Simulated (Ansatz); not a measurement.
# ZrC (Fm-3m): thermal expansion from first principles, part 2 of 3

Aim: the lattice, expansion, heat capacity and bulk modulus of ZrC as it warms.

Ansatz 0.2.0; DFT PBE, scalar-relativistic, plane waves, PAW.

So far. Step 2 (Probe on a coarse mesh): The start is under -2.9 GPa at this level and looks like a metal on this mesh. Step 4 (Relaxing to small residual forces and stress): The residual pressure is -2.3e-4 GPa, small enough for phonons. The relaxed cell has a = 4.709 Å (conventional setting).

The database entry behind the starting cell differs from later determinations by our own check (an axis about 0.7 % long against later determinations), so it need not match the best structure at ambient conditions.

### 6. The quasi-harmonic study, q-mesh 2×2×2

The study relaxes the crystal at several strains, solves the phonons on some of them and minimises the free energy at each temperature (static energy, vibrations, the electrons in a metal, and PV under a set pressure); the q-mesh sets how far the force constants reach.

The input, input.yaml:

```yaml
crystal:
  lattice:
    - [0.0, 2.3543319258, 2.3543319258]
    - [2.3543319258, 0.0, 2.3543319258]
    - [2.3543319258, 2.3543319258, 0.0]
  atoms:
    - { symbol: Zr, position: [0.5, 0.5, 0.5] }
    - { symbol: C, position: [0.0, 0.0, 0.0] }
kpoints:
  mp_grid: { grid: [16, 16, 16] }
hamiltonian:
  xc: pbe
scf:
  occupations: { method: methfessel_paxton, width: 0.2 }
output:
  eigenvalues: true
phonons:
  method: dfpt
  qmesh: [2, 2, 2]
  temperatures: { t_max: 1200.0, t_step: 50 }
  thermal_expansion: {}
```

Run with:

```
ansatz run input.yaml --threads 4 --pin off --max-ram 8192MiB --backend cpu --events-out ev --progress --plain --runs-dir out
```

Numbers of over 12 decimals in the logs are rounded to 6 here.

The program printed:

```text
[...]
Crystal: 2 atoms, lattice volume = 26.100 Å³
Basis set: ecut = 487.2 eV, 609 PW (Γ), exchange–correlation on 48×48×48 points (8 copies of the dense FFT grid, shifted against one another)
Bands: 12, of which v1, the nominal top of the filled ones, is band 8 counted from 1 (7 counted from 0)
Symmetry: 48 space group operations
[...]
k-points: 145 of 4096
[...]
SCF iter   1: F=—  HF=-4436.498716 eV  |F-HF|=—  |Δ(HF+E_count)|=         —  Δρ=1.54e-3  dr2=6.26e-4  ethr=1.77e-3  ⟨swp⟩=5.0  Hψ=8669  notcnv=0
[...]
SCF iter   8: F=-4436.498325 eV  HF=-4436.498325 eV  |F-HF|=1.82e-12  |Δ(HF+E_count)|=  1.73e-11  S|Δr|=    0.00e0  Δρ=7.64e-8  dr2=7.46e-13  ethr=1.00e-12  ⟨swp⟩=5.6  Hψ=6755  notcnv=0
SCF 1 converged in 8 iterations: F = -4436.498325 eV  dr2 = 7.46e-13
[...]
relax step   1: F+E_penalty+E_count = -4436.49832463 eV  Δ(F+E_penalty+E_count) = +0.000e0 eV  max|allowed force component| = 6.738e-30 eV/Å  Δτ_max = 0.0000 Å  (8 SCF iters, accepted)
SCF converged after 8 iterations
[...]
Free energy (F): -4436.498325 eV
[...]
Internal energy: -4436.497949 eV  (E = F + TS)
E sigma→0 (E₀):  -4436.498231 eV
Entropy (-TS):   -0.000376 eV (-0.188 meV/atom)
Fermi energy:    14.770944 eV
[...]
--- Stress (GPa, compression-positive) ---
        0.007723      -0.000000      -0.000000
       -0.000000       0.007723       0.000000
       -0.000000      -0.000000       0.007723
  P = ⅓ Tr σ = 0.0077 GPa (0.077 kbar)
--- Band table (eV; the first three rows and the last of 145) ---
  k-point 0: bands = [... 4 lower, 3.4879, 15.7104, 15.7104, 15.7104, 15.8694, 15.8694, 15.8694, 17.5736]
  k-point 1: bands = [... 4 lower, 3.5764, 14.9714, 15.1698, 15.1698, 16.0817, 16.0817, 16.4038, 18.0847]
  k-point 2: bands = [... 4 lower, 3.8329, 14.0231, 14.3938, 14.3938, 16.3677, 16.3677, 16.8263, 19.1137]
  k-point 144: bands = [... 4 lower, 5.3380, 12.1506, 12.4377, 12.4377, 18.0468, 18.0468, 20.4103, 21.7738]
── thermal expansion: 3 new cells, 3 in all ──
thermal expansion: relaxation of cell 2
thermal expansion: relaxation of cell 3
── thermal expansion: 2 new cells, 5 in all ──
thermal expansion: relaxation of cell 4
thermal expansion: lower-state search of cell 4
thermal expansion: electrons of cell 4
thermal expansion: phonons of cell 4
thermal expansion: relaxation of cell 5
thermal expansion: electrons of cell 1
thermal expansion: electrons of cell 2
thermal expansion: electrons of cell 3
thermal expansion: electrons of cell 5
thermal expansion: phonons of cell 5
── thermal expansion: 5 new cells, 10 in all ──
thermal expansion: relaxation of cell 6
thermal expansion: relaxation of cell 7
thermal expansion: relaxation of cell 8
thermal expansion: relaxation of cell 9
thermal expansion: relaxation of cell 10
thermal expansion: electrons of cell 6
thermal expansion: electrons of cell 7
thermal expansion: electrons of cell 8
thermal expansion: electrons of cell 9
thermal expansion: electrons of cell 10
thermal expansion: phonons of cell 6
thermal expansion: phonons of cell 7
--- Relaxed structure (1 steps of the walk, 1 accepted, 0 SCFs on fresh bases) ---
  F+E_penalty+E_count = -4436.49832463 eV   max|allowed force component| = 6.738e-30 eV/Å
  atoms:
    - { symbol: Zr, position: [0.5, 0.5, 0.5] }
    - { symbol: C, position: [0.0, 0.0, 0.0] }
--- Thermal expansion: 10 cells in 3 rounds, 0 GPa ---
  no lower state was reached at cell 4; its state was not examined: fill_not_monotonic
  without vibrations: a 3.32956, b 3.32956, c 3.32956 Å, V 26.1003 Å³, B 222.05 GPa
  at 0 K: a 3.33617, b 3.33617, c 3.33617 Å, V 26.2561 Å³, B 218.15 GPa
  zero-point expansion: a +0.199, b +0.199, c +0.199, V +0.597 %
      T/K        a/Å        b/Å        c/Å       V/Å³ | expansion of a, b, c, V (1e-6/K)   | that of V in the mean from 25 °C | C_P, C_V (J/mol K of the cell) | B_T, B_S (GPa)
     0.00    3.33617    3.33617    3.33617    26.2561 |    0.00    0.00    0.00    0.00 |   10.55 |     0.000     0.000 |   218.15   218.15
   150.00    3.33697    3.33697    3.33697    26.2750 |    3.95    3.95    3.95   11.86 |   16.36 |    22.770    22.697 |   216.81   217.50
   298.15    3.33967    3.33967    3.33967    26.3389 |    6.55    6.55    6.55   19.66 |       - |    38.951    38.561 |   213.39   215.55
   400.00    3.34205    3.34205    3.34205    26.3952 |    7.36    7.36    7.36   22.08 |   21.01 |    43.754    43.101 |   210.70   213.89
   550.00    3.34593    3.34593    3.34593    26.4872 |    8.04    8.04    8.04   24.12 |   22.36 |    47.384    46.330 |   206.53   211.23
   700.00    3.35009    3.35009    3.35009    26.5861 |    8.49    8.49    8.49   25.47 |   23.35 |    49.390    47.920 |   202.20   208.40
   850.00    3.35445    3.35445    3.35445    26.6901 |    8.86    8.86    8.86   26.58 |   24.16 |    50.757    48.848 |   197.72   205.44
  1000.00    3.35900    3.35900    3.35900    26.7988 |    9.20    9.20    9.20   27.61 |   24.88 |    51.846    49.470 |   193.09   202.37
  1150.00    3.36373    3.36373    3.36373    26.9121 |    9.55    9.55    9.55   28.65 |   25.55 |    52.816    49.936 |   188.33   199.19
  1200.00    3.36534    3.36534    3.36534    26.9509 |    9.67    9.67    9.67   29.00 |   25.77 |    53.128    50.070 |   186.70   198.10
  the static fit leaves 0.000 meV an atom of the energies and, of the stresses, 0.000 GPa of each cell's largest along a strain (root mean squares over the cells), whose Pulay part it has at -0.013 GPa
  vibrations' free energy: its fit passes through its cells
  the electrons' free energy at temperature is in it; its fit leaves 0.0003 meV an atom at the most
  free energies summed between the sampled wave vectors
  estimated error of the fitted expansion in any direction: up to 0.016e-6/K, at 1200 K, with few degrees of freedom (an estimate, not a bound: it was exceeded on models of known expansion)
  by sums over the sampled wave vectors an expansion of the volume parts by up to 0.62e-6/K
  by a static energy of one degree less an expansion of the volume parts by up to 0.02e-6/K
  the FFT grids of the static calculations differ: 24 × 24 × 24, 25 × 25 × 25
```

It took 4.4 min on 4 threads of Arm Neoverse V2, shared host; peak memory 1.3 GiB.

This step gave:

```yaml
pressure: 0.007723 GPa
volume_expansion_coefficient_at_298_k: 19.66 1e-6/K
c_p_at_298_k: 19.48 J/mol-atom/K
entropy_at_298_k: 17.43 J/mol-atom/K
isothermal_bulk_modulus_at_298_k: 213.4 GPa
grueneisen_parameter_at_298_k: 1.726
volume_at_298_k: 13.17 Å³/atom
principal_linear_expansion_coefficients_at_298_k: 6.554, 6.554, 6.554 1e-6/K
```

Strained cells of the study; zero-point energy where phonons were solved; the pressures are stresses at a fixed cutoff and can carry an offset from the finite basis. Expansion cells, by row:

| cell | \|a\| (Å) | \|b\| (Å) | \|c\| (Å) | V (Å³/atom) | E - E_lowest (meV/atom) | pressure, compression positive (GPa) | gap (eV) | zero-point energy (meV/atom) |
| --- | --- | --- | --- | --- | --- | --- | --- | --- |
| 1 | 3.33 | 3.33 | 3.33 | 13.05 | 0 | -0.005 | - | - |
| 2 | 3.356 | 3.356 | 3.356 | 13.37 | 5.068 | -5.062 | - | - |
| 3 | 3.303 | 3.303 | 3.303 | 12.74 | 5.267 | 5.566 | - | - |
| 4 | 3.33 | 3.33 | 3.33 | 13.05 | 0 | -0.056 | - | 67.54 |
| 5 | 3.346 | 3.346 | 3.346 | 13.25 | 2.056 | -3.276 | - | 65.94 |
| 6 | 3.361 | 3.361 | 3.361 | 13.43 | 7.169 | -5.972 | - | 64.52 |
| 7 | 3.377 | 3.377 | 3.377 | 13.62 | 15.9 | -8.678 | - | 63.01 |
| 8 | 3.297 | 3.297 | 3.297 | 12.67 | 8.156 | 6.997 | - | - |
| 9 | 3.313 | 3.313 | 3.313 | 12.86 | 1.992 | 3.366 | - | - |
| 10 | 3.401 | 3.401 | 3.401 | 13.91 | 35.16 | -12.44 | - | - |

Quasi-harmonic; a, b, c are the run's own cell vectors. Expansion, by row:

| T (K) | a (Å) | b (Å) | c (Å) | alpha (deg) | beta (deg) | gamma (deg) | cell volume (Å³/cell) | alpha_a (1e-6/K) | alpha_b (1e-6/K) | alpha_c (1e-6/K) | alpha_V (1e-6/K) | C_P (J/mol-atom/K) | C_V (J/mol-atom/K) | S (J/mol-atom/K) | B_T (GPa) | B_S (GPa) | Grueneisen | extrapolation | fit error (1e-6/K) |
| --- | --- | --- | --- | --- | --- | --- | --- | --- | --- | --- | --- | --- | --- | --- | --- | --- | --- | --- | --- |
| 0 | 3.336 | 3.336 | 3.336 | 60 | 60 | 60 | 26.26 | 0 | 0 | 0 | 0 | 0 | 0 | 0 | 218.2 | 218.2 | - | 0 | 0 |
| 50 | 3.336 | 3.336 | 3.336 | 60 | 60 | 60 | 26.26 | 0.55 | 0.55 | 0.55 | 1.66 | 1.505 | 1.505 | 0.426 | 218.1 | 218.1 | 1.897 | 0 | 0 |
| 100 | 3.336 | 3.336 | 3.336 | 60 | 60 | 60 | 26.26 | 2.41 | 2.41 | 2.41 | 7.22 | 6.738 | 6.73 | 3.06 | 217.6 | 217.9 | 1.847 | 0 | 0 |
| 150 | 3.337 | 3.337 | 3.337 | 60 | 60 | 60 | 26.27 | 3.95 | 3.95 | 3.95 | 11.86 | 11.38 | 11.35 | 6.702 | 216.8 | 217.5 | 1.792 | 0 | 0 |
| 200 | 3.338 | 3.338 | 3.338 | 60 | 60 | 60 | 26.29 | 5.12 | 5.12 | 5.12 | 15.37 | 15.02 | 14.94 | 10.5 | 215.8 | 216.9 | 1.757 | 0 | 0 |
| 250 | 3.339 | 3.339 | 3.339 | 60 | 60 | 60 | 26.32 | 5.97 | 5.97 | 5.97 | 17.9 | 17.66 | 17.52 | 14.15 | 214.6 | 216.3 | 1.737 | 0 | 0 |
| 298.1 | 3.34 | 3.34 | 3.34 | 60 | 60 | 60 | 26.34 | 6.55 | 6.55 | 6.55 | 19.66 | 19.48 | 19.28 | 17.43 | 213.4 | 215.6 | 1.726 | 0 | 0 |
| 300 | 3.34 | 3.34 | 3.34 | 60 | 60 | 60 | 26.34 | 6.57 | 6.57 | 6.57 | 19.72 | 19.53 | 19.34 | 17.55 | 213.3 | 215.5 | 1.726 | 0 | 0 |
| 350 | 3.341 | 3.341 | 3.341 | 60 | 60 | 60 | 26.37 | 7.02 | 7.02 | 7.02 | 21.06 | 20.88 | 20.62 | 20.66 | 212 | 214.7 | 1.719 | 0 | 0 |
| 400 | 3.342 | 3.342 | 3.342 | 60 | 60 | 60 | 26.4 | 7.36 | 7.36 | 7.36 | 22.08 | 21.88 | 21.55 | 23.52 | 210.7 | 213.9 | 1.716 | 0 | 0 |
| 450 | 3.343 | 3.343 | 3.343 | 60 | 60 | 60 | 26.43 | 7.63 | 7.63 | 7.63 | 22.89 | 22.63 | 22.24 | 26.14 | 209.3 | 213 | 1.714 | 0 | 0.01 |
| 500 | 3.345 | 3.345 | 3.345 | 60 | 60 | 60 | 26.46 | 7.85 | 7.85 | 7.85 | 23.55 | 23.22 | 22.76 | 28.56 | 207.9 | 212.1 | 1.714 | 0 | 0.01 |
| 550 | 3.346 | 3.346 | 3.346 | 60 | 60 | 60 | 26.49 | 8.04 | 8.04 | 8.04 | 24.12 | 23.69 | 23.16 | 30.8 | 206.5 | 211.2 | 1.715 | 0 | 0.01 |
| 600 | 3.347 | 3.347 | 3.347 | 60 | 60 | 60 | 26.52 | 8.2 | 8.2 | 8.2 | 24.61 | 24.08 | 23.49 | 32.87 | 205.1 | 210.3 | 1.717 | 0 | 0.01 |
| 650 | 3.349 | 3.349 | 3.349 | 60 | 60 | 60 | 26.55 | 8.35 | 8.35 | 8.35 | 25.06 | 24.41 | 23.75 | 34.81 | 203.7 | 209.4 | 1.718 | 0 | 0.01 |
| 700 | 3.35 | 3.35 | 3.35 | 60 | 60 | 60 | 26.59 | 8.49 | 8.49 | 8.49 | 25.47 | 24.7 | 23.96 | 36.63 | 202.2 | 208.4 | 1.721 | 0 | 0.01 |
| 750 | 3.352 | 3.352 | 3.352 | 60 | 60 | 60 | 26.62 | 8.62 | 8.62 | 8.62 | 25.86 | 24.95 | 24.14 | 38.35 | 200.7 | 207.4 | 1.723 | 0 | 0.01 |
| 800 | 3.353 | 3.353 | 3.353 | 60 | 60 | 60 | 26.65 | 8.74 | 8.74 | 8.74 | 26.22 | 25.17 | 24.29 | 39.97 | 199.2 | 206.4 | 1.726 | 0 | 0.01 |
| 850 | 3.354 | 3.354 | 3.354 | 60 | 60 | 60 | 26.69 | 8.86 | 8.86 | 8.86 | 26.58 | 25.38 | 24.42 | 41.5 | 197.7 | 205.4 | 1.729 | 0 | 0.01 |
| 900 | 3.356 | 3.356 | 3.356 | 60 | 60 | 60 | 26.73 | 8.98 | 8.98 | 8.98 | 26.93 | 25.57 | 24.54 | 42.95 | 196.2 | 204.4 | 1.733 | 0 | 0.01 |
| 950 | 3.357 | 3.357 | 3.357 | 60 | 60 | 60 | 26.76 | 9.09 | 9.09 | 9.09 | 27.27 | 25.75 | 24.64 | 44.34 | 194.7 | 203.4 | 1.736 | 0 | 0.01 |
| 1000 | 3.359 | 3.359 | 3.359 | 60 | 60 | 60 | 26.8 | 9.2 | 9.2 | 9.2 | 27.61 | 25.92 | 24.73 | 45.67 | 193.1 | 202.4 | 1.739 | 0 | 0.01 |
| 1050 | 3.361 | 3.361 | 3.361 | 60 | 60 | 60 | 26.84 | 9.32 | 9.32 | 9.32 | 27.96 | 26.09 | 24.82 | 46.94 | 191.5 | 201.3 | 1.743 | 0 | 0.01 |
| 1100 | 3.362 | 3.362 | 3.362 | 60 | 60 | 60 | 26.87 | 9.43 | 9.43 | 9.43 | 28.3 | 26.25 | 24.9 | 48.15 | 189.9 | 200.3 | 1.747 | 0 | 0.01 |
| 1150 | 3.364 | 3.364 | 3.364 | 60 | 60 | 60 | 26.91 | 9.55 | 9.55 | 9.55 | 28.65 | 26.41 | 24.97 | 49.32 | 188.3 | 199.2 | 1.751 | 0 | 0.01 |
| 1200 | 3.365 | 3.365 | 3.365 | 60 | 60 | 60 | 26.95 | 9.67 | 9.67 | 9.67 | 29 | 26.56 | 25.04 | 50.45 | 186.7 | 198.1 | 1.755 | 0 | 0.02 |

Table of expansion coefficient by temperature; values in 1e-6/K:

| temperature (K) | volume | principal 1 |
| --- | --- | --- |
| 0 | 0 | 0 |
| 50 | 1.66 | 0.55 |
| 100 | 7.22 | 2.41 |
| 150 | 11.9 | 3.95 |
| 200 | 15.4 | 5.12 |
| 250 | 17.9 | 5.97 |
| 298 | 19.7 | 6.55 |
| 300 | 19.7 | 6.57 |
| 350 | 21.1 | 7.02 |
| 400 | 22.1 | 7.36 |
| 450 | 22.9 | 7.63 |
| 500 | 23.6 | 7.85 |
| 550 | 24.1 | 8.04 |
| 600 | 24.6 | 8.2 |
| 650 | 25.1 | 8.35 |
| 700 | 25.5 | 8.49 |
| 750 | 25.9 | 8.62 |
| 800 | 26.2 | 8.74 |
| 850 | 26.6 | 8.86 |
| 900 | 26.9 | 8.98 |
| 950 | 27.3 | 9.09 |
| 1000 | 27.6 | 9.2 |
| 1050 | 28.0 | 9.32 |
| 1100 | 28.3 | 9.43 |
| 1150 | 28.6 | 9.55 |
| 1200 | 29 | 9.67 |

At 298 K the volume expansion is 19.7 × 10⁻⁶/K and B_T is 213 GPa. The q-mesh is coarse, so this is a first estimate. The program raised the cutoff to 487.2 eV by itself: with no cutoff typed, the study takes about 1.16 times the default for its relaxations and scales it with the volume for the phonons.

[end of part 2 of 3]

[Logs are printed without paths, hosts, clocks, repeated set-up lines and the standing remarks that a program may print on its own settings, such as how far it seeks lower states.]

[Hosts, paths, dates, database ids (printed as entryN), source tags and the programs' standing remarks are cut or masked in the printed files.]

[A step with changed settings may run another functional than the one named; its input shows which.]
